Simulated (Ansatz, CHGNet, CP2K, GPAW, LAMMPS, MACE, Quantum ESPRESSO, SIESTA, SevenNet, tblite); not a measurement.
**How far do other methods lie from plane waves? Amorphous Si (114 atoms)**

Aim: forces, pressure of amorphous Si (114 atoms) at one geometry, from other programs and methods, against plane-wave PBE.

Results are calculated, not measured.

**1. The structure**

The cell holds 114 atoms (114 Si), with edges of 13.28, 13.28 and 13.28 Å. Recipe: 114 atoms (114 Si) placed at random at 2.27 g/cm³, melted at 3500 K for 10 ps at fixed volume with the Tersoff potential (Tersoff, Phys. Rev. B 39, 5566 (1989)). Quenched from 3500 K to 700 K at 10 K/ps and fixed volume, annealed at 1200 K for 20 ps, held 5 ps. The density is 2.27 g/cm³.

**2. The reference input**

Quantum ESPRESSO 7.5: Kohn-Sham DFT, PBE, SSSP efficiency 1.3.0 pseudopotentials, plane waves. Its input, pw.in:

```
&control
  calculation = 'scf'
  pseudo_dir = './pseudo'
  outdir = './tmp'
  disk_io = 'none'
  tprnfor = .true.
  tstress = .true.
/
&system
  ibrav = 0
  nat = 114
  ntyp = 1
  ecutwfc = 45
  ecutrho = 360
  nosym = .true.
  occupations = 'smearing'
  smearing = 'fd'
  degauss = 0.003675
/
&electrons
  conv_thr = 5.7e-07
  electron_maxstep = 100
  mixing_beta = 0.2
  mixing_mode = 'local-TF'
  diagonalization = 'david'
/
ATOMIC_SPECIES
Si 28.085 Si.upf
CELL_PARAMETERS angstrom
13.28010 0.00000 0.00000
0.00000 13.28010 0.00000
0.00000 0.00000 13.28010
ATOMIC_POSITIONS crystal
Si 0.27271 0.45527 0.53575
Si 0.65663 0.82404 0.83841
Si 0.28044 0.28470 0.54529
Si 0.68500 0.36899 0.78863
[... 108 atom lines left out ...]
Si 0.62556 0.03781 0.21191
Si 0.22034 0.94236 0.57356
K_POINTS gamma
```

```console
$ OMP_NUM_THREADS=1 mpirun -np 4 pw.x -in pw.in > output.txt
```

Elapsed: 4.5 min, on 4 MPI ranks of Arm Neoverse V2, shared host; peak memory 9.2 GiB; 18 min of CPU time.

It converged with an r.m.s. force component of 0.81 eV/Å and a pressure of 0.75 GPa.

**3. What was run beside it**

- CHGNet: machine-learned potential, published weights.
- CP2K 2026.2: Gaussian basis with GTH pseudopotentials and a plane-wave density; labels give functional, basis (MOLOPT sets; SR short-range, UZH the newer set with its own potentials), grid cutoff/relative cutoff and solver (OT: orbital transformation; TRS4, TC2, SIGN: linear-scaling purification with its sparsity filter), or its built-in tight binding.
- GPAW 26.7.0: PAW with atomic orbitals (LCAO), plane waves or a real-space grid of spacing h.
- MACE: machine-learned potential, published weights.
- SIESTA 5.4.2: numerical atomic orbitals, whose automatically made sets are far from complete, with PseudoDojo norm-conserving potentials that we converted to its format (checked against plane waves on the same files for H, C, O, Si, Ge and Ca alone); labels give functional, basis size, energy shift and mesh cutoff.
- SevenNet: machine-learned potential, published weights.
- tblite 0.8.0: extended tight binding, driven from Python.

All use the same cell and atoms, and the electronic-structure runs the same k-mesh.

**4. Side by side**

Differences are against the reference: forces as r.m.s. over components, share as that over the reference's r.m.s. force, slope as the fitted ratio of a run's forces to the reference's.

```tsv
run	Δ force, r.m.s. (meV/Å)	share (%)	slope	Δ pressure (GPa)	cores	CPU time	memory (GiB)
reference	-	-	-	-	4	18 min	9.2
CHGNet r2SCAN potential	427	52.5	0.520	-1.50	1	3.1 s	0.87
CP2K GFN1-xTB, diagonalisation	239	29.4	1.177	6.18	1	56 s	0.34
CP2K LDA, DZVP-MOLOPT-SR, 350/50 Ry, diagonalisation	62.5	7.69	0.957	-3.66	2	3.9 min	2.5
CP2K PBE, DZVP-UZH, 175/50 Ry, diagonalisation (coarse)	37.1	4.56	1.007	-0.221	2	8.7 min	1.3
CP2K PBE, DZVP-UZH, 350/50 Ry, diagonalisation	37.1	4.56	1.007	-0.221	4	9.6 min	4.0
CP2K PBE, SZV-MOLOPT-SR, 350/50 Ry, diagonalisation (coarse)	368	45.3	1.334	6.37	1	2.4 min	2.3
CP2K PBE, TZVP-UZH, 350/50 Ry, diagonalisation	24.9	3.07	0.999	-0.103	4	11 min	4.3
GPAW PBE, LCAO dzp, h 0.2 Å	46.1	5.67	1.044	-	2	8.4 min	2.8
GPAW PBE, LCAO dzp, h 0.2 Å, other mixer settings	45.9	5.65	1.044	-	2	11 min	2.8
GPAW PBE, LCAO dzp, h 0.22 Å (coarse)	45.9	5.65	1.044	-	2	6.3 min	2.1
GPAW PBE, LCAO sz(dzp), h 0.2 Å (coarse)	372	45.8	1.357	-	1	1.7 min	1.9
GPAW PBE, LCAO szp(dzp), h 0.2 Å (coarse)	144	17.7	1.111	-	1	5.7 min	2.5
MACE MPA-0 medium potential	186	22.9	0.837	0.0819	1	7.5 s	1.0
SIESTA PBE, DZ, shift 0.01 Ry, mesh 300 Ry (coarse)	180	22.2	1.149	6.04	1	2.9 min	1.2
SIESTA PBE, DZP, shift 0.002 Ry, mesh 300 Ry	63.8	7.85	1.062	1.31	2	21 min	3.6
SIESTA PBE, DZP, shift 0.01 Ry, mesh 300 Ry	47.0	5.79	1.047	0.556	2	8.5 min	2.4
SIESTA PBE, SZ, shift 0.01 Ry, mesh 300 Ry (coarse)	457	56.2	1.444	9.96	1	2 min	0.99
SevenNet 0 potential	239	29.5	0.765	0.159	1	6.8 s	0.87
tblite GFN1-xTB	309	38.0	1.149	8.80	1	8.8 s	0.23
```

Rows marked coarse were listed beforehand as settings not expected to be converged; some can still land near the reference.

Times of the machine-learned potentials are mostly Python's start and the loading of weights.

Runs without a result: tblite GFN2-xTB (not converged).

CPU time is summed over cores on shared hosts, so it is rough.

**5. What came out**

Forces lie from 3.1 % (CP2K PBE, TZVP-UZH, 350/50 Ry, diagonalisation) to 56 % (SIESTA PBE, SZ, shift 0.01 Ry, mesh 300 Ry, coarse) of the reference's r.m.s. force of 0.81 eV/Å away from it. The PBE runs in local orbitals, coarse settings apart, differ by 3.1 % (CP2K PBE, TZVP-UZH, 350/50 Ry, diagonalisation) to 7.8 % (SIESTA PBE, DZP, shift 0.002 Ry, mesh 300 Ry); basis, grid and potentials can all enter. Tight binding differs by 29 % (CP2K GFN1-xTB, diagonalisation) to 38 % (tblite GFN1-xTB); it is another model, with fitted parameters of its own, and the xTB methods hold dispersion. Machine-learned potentials differ by 23 % (MACE MPA-0 medium potential) to 52 % (CHGNet r2SCAN potential); they were trained on other programs' data, some at another functional. Among those trained on PBE data the slope goes as low as 0.77, which softening far from their training structures can give, though the reference's k-sampling is untested too.

Rows with another functional or a dispersion term differ by 7.7 % (CP2K LDA, DZVP-MOLOPT-SR, 350/50 Ry, diagonalisation), which mixes the change of model with differences of basis and potentials. Runs with settings chosen to be coarse differ by 4.6 % (CP2K PBE, DZVP-UZH, 175/50 Ry, diagonalisation) to 56 % (SIESTA PBE, SZ, shift 0.01 Ry, mesh 300 Ry), their programs' other errors included. SIESTA PBE, SZ, shift 0.01 Ry, mesh 300 Ry stiffens the forces by a factor of 1.44 while following their directions (correlation 0.973); the slopes of the 4 SIESTA runs lie between 1.05 and 1.44. From CP2K PBE, DZVP-UZH, 175/50 Ry, diagonalisation to the finer CP2K PBE, DZVP-UZH, 350/50 Ry, diagonalisation the share goes from 4.56 to 4.56 %, so the grid isn't what parts these runs from the reference. From GPAW PBE, LCAO dzp, h 0.22 Å to the finer GPAW PBE, LCAO dzp, h 0.2 Å, other mixer settings the share goes from 5.65 to 5.65 %, so the grid isn't what parts these runs from the reference. Pressures at PBE, coarse settings apart, lie -0.22 to +1.31 GPa from the reference's.

Caveats: Periodic xTB results under one method name differ between programs and library versions. The reference's pressure holds the uncorrected Pulay stress of its 45 Ry basis, so small pressure differences may be the reference's own error. Machine-learned potentials mimic data converged in k, so the reference's own k-point error enters their differences. The quench rate of 10 K/ps is many orders above laboratory rates, so the cell is likely richer in defects and strain than a real sample. The network of bonds at the start is that of the classical potential that made the cell, and needn't be the one that DFT or experiment would give. The electronic-structure runs sample only Γ, in a cell whose shortest periodic width is 13 Å, which is coarse for a cell with partly filled levels. Where levels are smeared, the DFT runs use Fermi–Dirac occupations at 580 K (0.05 eV), and energies are free energies. The reference's cutoffs and mesh weren't converged further here.

[Logs are printed without paths, hosts, clocks, repeated set-up lines and the standing remarks that a program may print on its own settings, such as how far it seeks lower states.]

[Hosts, paths, dates, database ids (printed as entryN), source tags and the programs' standing remarks are cut or masked in the printed files.]

[Cells were taken only where this reference lay near another plane-wave run.]
